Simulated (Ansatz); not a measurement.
# CO along the axis, between Na atomic chains under bias

Is the junction ohmic, and where does the voltage drop?

Calculated with Ansatz 0.2.0; DFT PBE, plane waves, PAW; relaxation of a junction, electrodes held but for their tips, in the first sound run; inputs show where later runs differ.

### 1. Starting point

The cell holds 26 atoms: 24 Na, 1 C and 1 O. Its edges and angles: a = 6.000 Å, b = 6.000 Å, c = 93.468 Å, α = 90.0°, β = 90.0°, γ = 90.0°. Electrodes: Na atomic chain; the apex atoms were set 5.768 Å apart. Regions: lower lead, 12 atoms (12 Na); bridge, 2 atoms (1 C and 1 O); upper lead, 12 atoms (12 Na). Vacuum lies along a, b and c.

### 2. Relaxing the junction

The bridge and the electrodes' tips relax, while 20 atoms stay at the lead's spacing, so that the ends still repeat as a lead. The cutoff is set under the files' recommended one to save time.

Contents of input.yaml:

```yaml
crystal:
  lattice:
    - [6.0, 0.0, 0.0]
    - [0.0, 6.0, 0.0]
    - [0.0, 0.0, 93.4678]
  atoms:
    - { symbol: Na, position: [0.5, 0.5, 0.0] }
    - { symbol: Na, position: [0.5, 0.5, 0.03584122] }
    - { symbol: Na, position: [0.5, 0.5, 0.07168244] }
    - { symbol: Na, position: [0.5, 0.5, 0.107523661] }
    - { symbol: Na, position: [0.5, 0.5, 0.143364881] }
    - { symbol: Na, position: [0.5, 0.5, 0.179206101] }
    - { symbol: Na, position: [0.5, 0.5, 0.215047321] }
    - { symbol: Na, position: [0.5, 0.5, 0.250888541] }
    - { symbol: Na, position: [0.5, 0.5, 0.286729761] }
    - { symbol: Na, position: [0.5, 0.5, 0.322570982] }
    - { symbol: Na, position: [0.5, 0.5, 0.358412202] }
    - { symbol: Na, position: [0.5, 0.5, 0.394253422] }
    - { symbol: C, position: [0.5, 0.5, 0.419367953] }
    - { symbol: O, position: [0.5, 0.5, 0.431885633] }
    - { symbol: Na, position: [0.5, 0.5, 0.455962374] }
    - { symbol: Na, position: [0.5, 0.5, 0.491803594] }
    - { symbol: Na, position: [0.5, 0.5, 0.527644815] }
    - { symbol: Na, position: [0.5, 0.5, 0.563486035] }
    - { symbol: Na, position: [0.5, 0.5, 0.599327255] }
    - { symbol: Na, position: [0.5, 0.5, 0.635168475] }
    - { symbol: Na, position: [0.5, 0.5, 0.671009695] }
    - { symbol: Na, position: [0.5, 0.5, 0.706850916] }
    - { symbol: Na, position: [0.5, 0.5, 0.742692136] }
    - { symbol: Na, position: [0.5, 0.5, 0.778533356] }
    - { symbol: Na, position: [0.5, 0.5, 0.814374576] }
    - { symbol: Na, position: [0.5, 0.5, 0.850215796] }
kpoints:
  mp_grid: { grid: [1, 1, 1] }
scf:
  occupations: { method: fermi_dirac, width: 0.1 }
hamiltonian:
  xc: pbe
relax:
  constraints:
    - { sites: [0, 1, 2, 3, 4, 5, 6, 7, 8, 9, 16, 17, 18, 19, 20, 21, 22, 23, 24, 25] }
  f_tol: 0.07
  max_steps: 30
basis:
  ecutwfc: "340 eV"
```

Command:

```console
$ ansatz run input.yaml --threads 8 --pin off --max-ram 16384MiB --backend cpu --events-out ev --progress --plain --runs-dir out
```

Numbers of over 12 decimals in the logs are rounded to 6 here.

What it wrote:

```text
Warning: basis.ecutwfc = 340 eV is below the records' recommended 420 eV, and the density's cutoff is lower with it unless basis.ecutrho_ratio is high enough to keep the records' density cutoff: compare with a run at a higher cutoff
Engine: ansatz 0.2.0, x86_64-unknown-linux-gnu
Pseudopotentials: kind: paw
Pseudopotential: Na, paw, valence charge 9, recommended cutoff 420 eV (normal), Na.paw.azcp
Pseudopotential: C, paw, valence charge 4, recommended cutoff 420 eV (normal), C.paw.azcp
Pseudopotential: O, paw, valence charge 6, recommended cutoff 420 eV (normal), O.paw.azcp
Functional definition: PBE
  parameter kappa = 0.804
  parameter beta = 0.066725
  exchange = pbe_x(kappa = kappa, mu = beta*pi^2/3)
  correlation = pbe_c(beta = beta)
Crystal: 26 atoms, lattice volume = 3364.841 Å³
Basis set: ecut = 340 eV, 47669 PW (Γ), exchange–correlation on 80×80×1152 points (8 copies of the dense FFT grid, shifted against one another)
Bands: 139, of which v1, the nominal top of the filled ones, is band 113 counted from 1 (112 counted from 0)
Symmetry: 8 space group operations
Space group: P4mm (ITA 99), of the structure as read, at distance tolerance 1.5e-4 Å
k-points: 1
Non-local potential: Na, projectors of the file, l = 0: 3, l = 1: 2, l = 2: 1
Non-local potential: C, projectors of the file, l = 0: 2, l = 1: 2, l = 2: 1
Non-local potential: O, projectors of the file, l = 0: 2, l = 1: 2, l = 2: 1
PAW form: soft (Blöchl's): semilocal exchange-correlation on the pseudo side does not see the compensation charge
PAW one-centre angular grid: Na, 110 points (default); XC on 64 Gauss nodes
PAW one-centre angular grid: C, 110 points (default); XC on 64 Gauss nodes
PAW one-centre angular grid: O, 110 points (default); XC on 64 Gauss nodes
Initial density: superposition of atomic densities (neutral atoms: chi_scale 0, normalization atom), corrected by the library's trained network
Initial wavefunctions: pseudopotential atomic-orbital guess
Functional: x = pbe(κ = 0.804, μ = 0.219515), c = pbe(β = 0.066725)
SCF iter   1: F=—  HF=-36489.903865 eV  |F-HF|=—  |Δ(HF+E_count)|=         —  Δρ=6.22e-3  dr2=3.51e2  ethr=1.77e-3  ⟨swp⟩=20.0  Hψ=841  notcnv=0
preconditioner: auto → LDOS  [metal: Δε(μ)=0.187 eV  Ē_g=2.437 eV  σ=0.100 eV  W_gap=0.39  n_scr=322 (ndim 8)  ℏωp=3.1 eV  f_vac=0.454  D(μ)=18.93/eV (n_scr^D=30)  β→1.0]
SCF iter   2: F=—  HF=-36490.276960 eV  |F-HF|=—  |Δ(HF+E_count)|=   3.73e-1  Δρ=2.46e-2  dr2=2.99e2  ethr=1.77e-3  ⟨swp⟩=18.0  Hψ=534  notcnv=0
SCF iter   3: F=—  HF=-36486.901594 eV  |F-HF|=—  |Δ(HF+E_count)|=    3.38e0  Δρ=4.74e-3  dr2=9.54e0  ethr=1.77e-3  ⟨swp⟩=5.0  Hψ=237  notcnv=0  defer=2
SCF iter   4: F=—  HF=-36486.712245 eV  |F-HF|=—  |Δ(HF+E_count)|=   1.89e-1  Δρ=3.97e-3  dr2=6.67e0  ethr=1.77e-3  ⟨swp⟩=2.0  Hψ=192  notcnv=0  defer=2
SCF iter   5: F=—  HF=-36486.668636 eV  |F-HF|=—  |Δ(HF+E_count)|=   4.36e-2  Δρ=4.44e-3  dr2=4.80e0  ethr=1.77e-3  ⟨swp⟩=2.0  Hψ=268  notcnv=0  defer=2
SCF iter   6: F=—  HF=-36486.462943 eV  |F-HF|=—  |Δ(HF+E_count)|=   2.06e-1  Δρ=1.13e-3  dr2=6.88e-1  ethr=1.77e-3  ⟨swp⟩=2.0  Hψ=164  notcnv=0  defer=2
SCF iter   7: F=—  HF=-36486.485527 eV  |F-HF|=—  |Δ(HF+E_count)|=   2.26e-2  Δρ=2.84e-3  dr2=4.66e0  ethr=3.04e-4  ⟨swp⟩=2.0  Hψ=139  notcnv=0  defer=2  recentre
SCF iter   8: F=—  HF=-36486.460397 eV  |F-HF|=—  |Δ(HF+E_count)|=   2.51e-2  Δρ=1.81e-4  dr2=1.07e-2  ethr=3.04e-4  ⟨swp⟩=1.0  Hψ=160  notcnv=0  defer=2
SCF iter   9: F=—  HF=-36486.461350 eV  |F-HF|=—  |Δ(HF+E_count)|=   9.53e-4  Δρ=1.03e-4  dr2=4.07e-3  ethr=4.73e-6  ⟨swp⟩=2.0  Hψ=141  notcnv=0  defer=2
SCF iter  10: F=—  HF=-36486.461382 eV  |F-HF|=—  |Δ(HF+E_count)|=   3.19e-5  Δρ=1.04e-4  dr2=8.67e-3  ethr=1.80e-6  ⟨swp⟩=2.0  Hψ=138  notcnv=0  defer=2
SCF iter  11: F=—  HF=-36486.461400 eV  |F-HF|=—  |Δ(HF+E_count)|=   1.75e-5  Δρ=1.27e-4  dr2=9.52e-3  ethr=1.80e-6  ⟨swp⟩=1.0  Hψ=137  notcnv=0  defer=2
SCF iter  12: F=—  HF=-36486.461342 eV  |F-HF|=—  |Δ(HF+E_count)|=   5.75e-5  Δρ=5.43e-5  dr2=1.60e-3  ethr=1.80e-6  ⟨swp⟩=1.0  Hψ=139  notcnv=0  defer=2
SCF iter  13: F=-36486.461301 eV  HF=-36486.461329 eV  |F-HF|=2.85e-5  |Δ(HF+E_count)|=   1.30e-5  Δρ=7.84e-6  dr2=2.93e-5  ethr=4.42e-8  ⟨swp⟩=2.0  Hψ=296  notcnv=0
SCF 1 converged in 13 iterations: F = -36486.461301 eV  dr2 = 2.93e-5
  greatest PAW one-centre occupation: 1.000 electrons in one spin orbital (limit 2), on the Na atom at site 10 (counted from 0), in its partial waves of l = 0
relax step   1: F+E_penalty+E_count = -36486.46130089 eV  Δ(F+E_penalty+E_count) = +0.000e0 eV  max|allowed force component| = 1.005e0 eV/Å  Δτ_max = 0.0000 Å  (13 SCF iters, dr2 threshold 1.00e-4 eV, accepted)
Initial density: handed on by an earlier stage of this run
Initial wavefunctions: those handed on with the density
iter 1 solved again at ethr=3.87e-4 eV; its pass at ethr=3.10e-3 eV (dr2=8.74e-1 eV) is discarded
SCF iter   1: F=—  HF=-36486.525842 eV  |F-HF|=—  |Δ(HF+E_count)|=         —  Δρ=1.55e-3  dr2=8.74e-1  ethr=3.87e-4  ⟨swp⟩=1.0  Hψ=460  notcnv=0  defer=2
preconditioner: auto → LDOS  [insulator: Δε(μ)=0.247 eV  Ē_g=2.495 eV  σ=0.100 eV  W_gap=0.55  n_scr=322 (ndim 8)  ℏωp=3.1 eV  f_vac=0.299  D(μ)=17.01/eV (n_scr^D=28)  ε∞_Penn≈2.6  β→1.0]
SCF iter   2: F=—  HF=-36486.510888 eV  |F-HF|=—  |Δ(HF+E_count)|=   1.50e-2  Δρ=4.19e-4  dr2=1.15e-1  ethr=3.87e-4  ⟨swp⟩=2.0  Hψ=148  notcnv=0  defer=2
SCF iter   3: F=—  HF=-36486.513738 eV  |F-HF|=—  |Δ(HF+E_count)|=   2.85e-3  Δρ=1.36e-4  dr2=4.40e-3  ethr=5.10e-5  ⟨swp⟩=2.0  Hψ=172  notcnv=0  defer=2
SCF iter   4: F=—  HF=-36486.514420 eV  |F-HF|=—  |Δ(HF+E_count)|=   6.81e-4  Δρ=1.54e-5  dr2=7.70e-5  ethr=1.95e-6  ⟨swp⟩=1.0  Hψ=139  notcnv=0  defer=2
SCF iter   5: F=-36486.514409 eV  HF=-36486.514438 eV  |F-HF|=2.85e-5  |Δ(HF+E_count)|=   1.77e-5  Δρ=7.94e-6  dr2=3.30e-5  ethr=2.79e-8  ⟨swp⟩=4.0  Hψ=391  notcnv=0
SCF 2 converged in 5 iterations: F = -36486.514409 eV  dr2 = 3.30e-5
relax step   2: F+E_penalty+E_count = -36486.51440921 eV  Δ(F+E_penalty+E_count) = -5.311e-2 eV  max|allowed force component| = 5.315e-1 eV/Å  Δτ_max = 0.0616 Å  (5 SCF iters, dr2 threshold 6.31e-5 eV, accepted)
iter 1 solved again at ethr=6.27e-4 eV; its pass at ethr=3.10e-3 eV (dr2=1.42e0 eV) is discarded
SCF iter   1: F=—  HF=-36486.584119 eV  |F-HF|=—  |Δ(HF+E_count)|=         —  Δρ=1.58e-3  dr2=1.11e0  ethr=6.27e-4  ⟨swp⟩=1.0  Hψ=384  notcnv=0  defer=2
preconditioner: auto → LDOS  [insulator: Δε(μ)=0.251 eV  Ē_g=2.503 eV  σ=0.100 eV  W_gap=0.56  n_scr=322 (ndim 8)  ℏωp=3.1 eV  f_vac=0.299  D(μ)=15.96/eV (n_scr^D=26)  ε∞_Penn≈2.6  β→1.0]
SCF iter   2: F=—  HF=-36486.558352 eV  |F-HF|=—  |Δ(HF+E_count)|=   2.58e-2  Δρ=5.41e-4  dr2=2.57e-1  ethr=4.92e-4  ⟨swp⟩=2.0  Hψ=148  notcnv=0  defer=2
SCF iter   3: F=—  HF=-36486.562547 eV  |F-HF|=—  |Δ(HF+E_count)|=   4.19e-3  Δρ=3.31e-4  dr2=3.61e-2  ethr=1.14e-4  ⟨swp⟩=2.0  Hψ=171  notcnv=0  defer=2
SCF iter   4: F=—  HF=-36486.562272 eV  |F-HF|=—  |Δ(HF+E_count)|=   2.75e-4  Δρ=1.05e-4  dr2=7.90e-3  ethr=1.60e-5  ⟨swp⟩=1.0  Hψ=137  notcnv=0  defer=2
SCF iter   5: F=—  HF=-36486.562416 eV  |F-HF|=—  |Δ(HF+E_count)|=   1.44e-4  Δρ=7.77e-5  dr2=3.81e-3  ethr=3.49e-6  ⟨swp⟩=1.0  Hψ=137  notcnv=0  defer=2
SCF iter   6: F=—  HF=-36486.562400 eV  |F-HF|=—  |Δ(HF+E_count)|=   1.61e-5  Δρ=1.76e-5  dr2=9.05e-5  ethr=1.69e-6  ⟨swp⟩=1.0  Hψ=137  notcnv=0  defer=2
SCF iter   7: F=—  HF=-36486.562400 eV  |F-HF|=—  |Δ(HF+E_count)|=   3.61e-7  Δρ=1.60e-5  dr2=1.16e-4  ethr=7.81e-9  ⟨swp⟩=4.0  Hψ=393  notcnv=0
SCF iter   8: F=-36486.562389 eV  HF=-36486.562399 eV  |F-HF|=9.92e-6  |Δ(HF+E_count)|=   8.66e-7  Δρ=4.54e-6  dr2=1.02e-5  ethr=7.81e-9  ⟨swp⟩=3.0  Hψ=397  notcnv=0
SCF 3 converged in 8 iterations: F = -36486.562389 eV  dr2 = 1.02e-5
relax step   3: F+E_penalty+E_count = -36486.56238924 eV  Δ(F+E_penalty+E_count) = -4.798e-2 eV  max|allowed force component| = 7.487e-2 eV/Å  Δτ_max = 0.1291 Å  (8 SCF iters, dr2 threshold 1.77e-5 eV, accepted)
SCF iter   1: F=—  HF=-36486.566207 eV  |F-HF|=—  |Δ(HF+E_count)|=         —  Δρ=6.50e-4  dr2=1.28e-1  ethr=4.61e-4  ⟨swp⟩=3.0  Hψ=283  notcnv=0  defer=2
preconditioner: auto → LDOS  [insulator: Δε(μ)=0.249 eV  Ē_g=2.493 eV  σ=0.100 eV  W_gap=0.55  n_scr=322 (ndim 8)  ℏωp=3.1 eV  f_vac=0.299  D(μ)=17.22/eV (n_scr^D=28)  ε∞_Penn≈2.6  β→1.0]
SCF iter   2: F=—  HF=-36486.563805 eV  |F-HF|=—  |Δ(HF+E_count)|=   2.40e-3  Δρ=1.40e-4  dr2=1.86e-3  ethr=5.65e-5  ⟨swp⟩=2.0  Hψ=169  notcnv=0  defer=2
SCF iter   3: F=—  HF=-36486.564403 eV  |F-HF|=—  |Δ(HF+E_count)|=   5.98e-4  Δρ=5.11e-5  dr2=1.76e-4  ethr=8.22e-7  ⟨swp⟩=3.0  Hψ=242  notcnv=0  defer=2
SCF iter   4: F=—  HF=-36486.564488 eV  |F-HF|=—  |Δ(HF+E_count)|=   8.53e-5  Δρ=1.09e-5  dr2=1.75e-5  ethr=7.77e-8  ⟨swp⟩=2.0  Hψ=257  notcnv=0  defer=2
SCF iter   5: F=—  HF=-36486.564960 eV  |F-HF|=—  |Δ(HF+E_count)|=   4.72e-4  Δρ=4.84e-6  dr2=1.71e-6  ethr=7.76e-9  ⟨swp⟩=2.0  Hψ=257  notcnv=0  defer=2
SCF iter   6: F=—  HF=-36486.564961 eV  |F-HF|=—  |Δ(HF+E_count)|=   7.09e-7  Δρ=2.68e-6  dr2=6.90e-7  ethr=7.58e-10  ⟨swp⟩=2.0  Hψ=258  notcnv=0  defer=2
SCF iter   7: F=—  HF=-36486.564961 eV  |F-HF|=—  |Δ(HF+E_count)|=   4.60e-8  Δρ=1.33e-6  dr2=1.03e-7  ethr=3.05e-10  ⟨swp⟩=2.0  Hψ=250  notcnv=0  defer=2
SCF iter   8: F=-36486.564961 eV  HF=-36486.564961 eV  |F-HF|=3.60e-8  |Δ(HF+E_count)|=   3.09e-9  Δρ=7.09e-7  dr2=5.12e-8  ethr=4.42e-11  ⟨swp⟩=4.0  Hψ=390  notcnv=0
SCF 4 converged in 8 iterations: F = -36486.564961 eV  dr2 = 5.12e-8
relax step   4: F+E_penalty+E_count = -36486.56496110 eV  Δ(F+E_penalty+E_count) = -2.572e-3 eV  max|allowed force component| = 3.559e-2 eV/Å  Δτ_max = 0.0368 Å  (8 SCF iters, accepted)
SCF converged after 8 iterations
Free energy (F): -36486.564961 eV
Harris-Foulkes:  -36486.564961 eV  (|F-HF|=3.60e-8)
Internal energy: -36485.952492 eV  (E = F + TS)
E sigma→0 (E₀):  -36486.258726 eV
Entropy (-TS):   -0.612469 eV (-23.557 meV/atom)
Fermi energy:    -2.047184 eV
--- Per-component energies (eV) ---
  E_band       = -6803.618476
  E_kinetic    = 3111.656732
  E_local      = -74766.363663  (includes V_loc(G=0)·N_el)
  E_nonlocal   = 2831.938273
  E_hartree    = 32162.402027
  E_xc         = -1015.226546
  E_vxc        = -1300.308131  (∫ρ·V_xc dr)
  E_paw        = -6573.981862  (= ΣΔE_a)
  E_vpaw       = -1005.327276  (= ΣTr[D̂ρ^β])
  E_aug_tail   = 0.003021  (compensation charges beyond the density's cutoff)
  E_ewald      = 7763.619525
  E_smearing   = -0.612469  (= −TS)
  E_closure    = -0.000000  (closes the sum)
  Σ components = -36486.564961   (vs F -36486.564961, Δ=0.00e0)
--- Forces (eV/Å), atoms counted from 1 ---
  atom   1  Na     0.00000000     0.00000000     0.05175812
  atom   2  Na    -0.00000000     0.00000000    -0.12929382
  atom   3  Na     0.00000000     0.00000000     0.05755051
  atom   4  Na    -0.00000000     0.00000000    -0.02926690
  atom   5  Na     0.00000000     0.00000000     0.01650923
  atom   6  Na     0.00000000     0.00000000    -0.01231255
  atom   7  Na    -0.00000000     0.00000000     0.01382645
  atom   8  Na    -0.00000000     0.00000000    -0.02122843
  atom   9  Na    -0.00000000     0.00000000     0.03831490
  atom  10  Na    -0.00000000     0.00000000    -0.07813438
  atom  11  Na     0.00000000     0.00000000    -0.00307200
  atom  12  Na     0.00000000     0.00000000    -0.00545062
  atom  13  C      0.00000000     0.00000000     0.03558691
  atom  14  O     -0.00000000     0.00000000    -0.03302373
  atom  15  Na     0.00000000     0.00000000     0.00184123
  atom  16  Na     0.00000000     0.00000000     0.00213628
  atom  17  Na     0.00000000     0.00000000     0.08098978
  atom  18  Na    -0.00000000     0.00000000    -0.03924858
  atom  19  Na    -0.00000000     0.00000000     0.02109700
  atom  20  Na     0.00000000     0.00000000    -0.01338182
  atom  21  Na     0.00000000     0.00000000     0.01187909
  atom  22  Na    -0.00000000     0.00000000    -0.01618453
  atom  23  Na    -0.00000000     0.00000000     0.02906403
  atom  24  Na    -0.00000000     0.00000000    -0.05740828
  atom  25  Na    -0.00000000     0.00000000     0.12921561
  atom  26  Na     0.00000000     0.00000000    -0.05171026
  max |Σ_I F_I| component: 5.32e-5 eV/Å
--- Relaxed structure (4 steps of the walk, 4 accepted, 0 SCFs on fresh bases) ---
  F+E_penalty+E_count = -36486.56496110 eV   max|allowed force component| = 3.559e-2 eV/Å
  atoms:
    - { symbol: Na, position: [0.5, 0.5, 0.0] }
    - { symbol: Na, position: [0.5, 0.5, 0.03584122] }
    - { symbol: Na, position: [0.5, 0.5, 0.07168244] }
    - { symbol: Na, position: [0.5, 0.5, 0.107524] }
    - { symbol: Na, position: [0.5, 0.5, 0.143364881] }
    - { symbol: Na, position: [0.5, 0.5, 0.179206] }
    - { symbol: Na, position: [0.5, 0.5, 0.215047321] }
    - { symbol: Na, position: [0.5, 0.5, 0.250888541] }
    - { symbol: Na, position: [0.5, 0.5, 0.286729761] }
    - { symbol: Na, position: [0.5, 0.5, 0.322571] }
    - { symbol: Na, position: [0.5, 0.5, 0.358261] }
    - { symbol: Na, position: [0.5, 0.5, 0.391967] }
    - { symbol: C, position: [0.5, 0.5, 0.419678] }
    - { symbol: O, position: [0.5, 0.5, 0.432035] }
    - { symbol: Na, position: [0.5, 0.5, 0.458373] }
    - { symbol: Na, position: [0.5, 0.5, 0.491916] }
    - { symbol: Na, position: [0.5, 0.5, 0.527644815] }
    - { symbol: Na, position: [0.5, 0.5, 0.563486035] }
    - { symbol: Na, position: [0.5, 0.5, 0.599327] }
    - { symbol: Na, position: [0.5, 0.5, 0.635168475] }
    - { symbol: Na, position: [0.5, 0.5, 0.671009695] }
    - { symbol: Na, position: [0.5, 0.5, 0.706851] }
    - { symbol: Na, position: [0.5, 0.5, 0.742692136] }
    - { symbol: Na, position: [0.5, 0.5, 0.778533356] }
    - { symbol: Na, position: [0.5, 0.5, 0.814374576] }
    - { symbol: Na, position: [0.5, 0.5, 0.850215796] }
```

It took 4 min on 8 threads of AMD EPYC 7R13 (Zen 3), shared host; peak memory 1.7 GiB.

The steps of the relaxation:

```
step  energy less that of the first step (eV)  largest force component (eV/Å)
   1                                   0.0000                          1.0048
   2                                  -0.0531                          0.5315
   3                                  -0.1011                          0.0749
   4                                  -0.1037                          0.0356
```

The run keeps the 8 symmetry operations that it works with, so distortions that break them were not tested.

The atoms that moved most (Å):

```
atom     dx     dy      dz  length
Na15  0.000  0.000   0.225   0.225
Na12  0.000  0.000  -0.214   0.214
 C13  0.000  0.000   0.029   0.029
Na11  0.000  0.000  -0.014   0.014
 O14  0.000  0.000   0.014   0.014
Na16  0.000  0.000   0.010   0.010
```

The relaxed structure:

```xyz
26
Lattice="6.0000 0.0000 0.0000 0.0000 6.0000 0.0000 0.0000 0.0000 93.4678" Properties=species:S:1:pos:R:3
Na    3.0000    3.0000    0.0000
Na    3.0000    3.0000    3.3500
Na    3.0000    3.0000    6.7000
Na    3.0000    3.0000   10.0500
Na    3.0000    3.0000   13.4000
Na    3.0000    3.0000   16.7500
Na    3.0000    3.0000   20.1000
Na    3.0000    3.0000   23.4500
Na    3.0000    3.0000   26.8000
Na    3.0000    3.0000   30.1500
Na    3.0000    3.0000   33.4858
Na    3.0000    3.0000   36.6363
C     3.0000    3.0000   39.2264
O     3.0000    3.0000   40.3813
Na    3.0000    3.0000   42.8431
Na    3.0000    3.0000   45.9783
Na    3.0000    3.0000   49.3178
Na    3.0000    3.0000   52.6678
Na    3.0000    3.0000   56.0178
Na    3.0000    3.0000   59.3678
Na    3.0000    3.0000   62.7178
Na    3.0000    3.0000   66.0678
Na    3.0000    3.0000   69.4178
Na    3.0000    3.0000   72.7678
Na    3.0000    3.0000   76.1178
Na    3.0000    3.0000   79.4678
```

Numbers from this step:

| Item | Value |
| --- | --- |
| energy at zero smearing | -36486.2587 eV |

The largest force component on a free atom ends at 0.036 eV/Å, under the limit of 0.07. The apex atoms end 6.21 Å apart, and their nearest bridge atoms lie at 2.59 Å (Na–C) and 2.46 Å (Na–O).

(Continued in part 2 of 3.)

[Logs are printed without paths, hosts, clocks, repeated set-up lines and the standing remarks that a program may print on its own settings, such as how far it seeks lower states.]

[Hosts, paths, dates, database ids (printed as entryN), source tags and the programs' standing remarks are cut or masked in the printed files.]
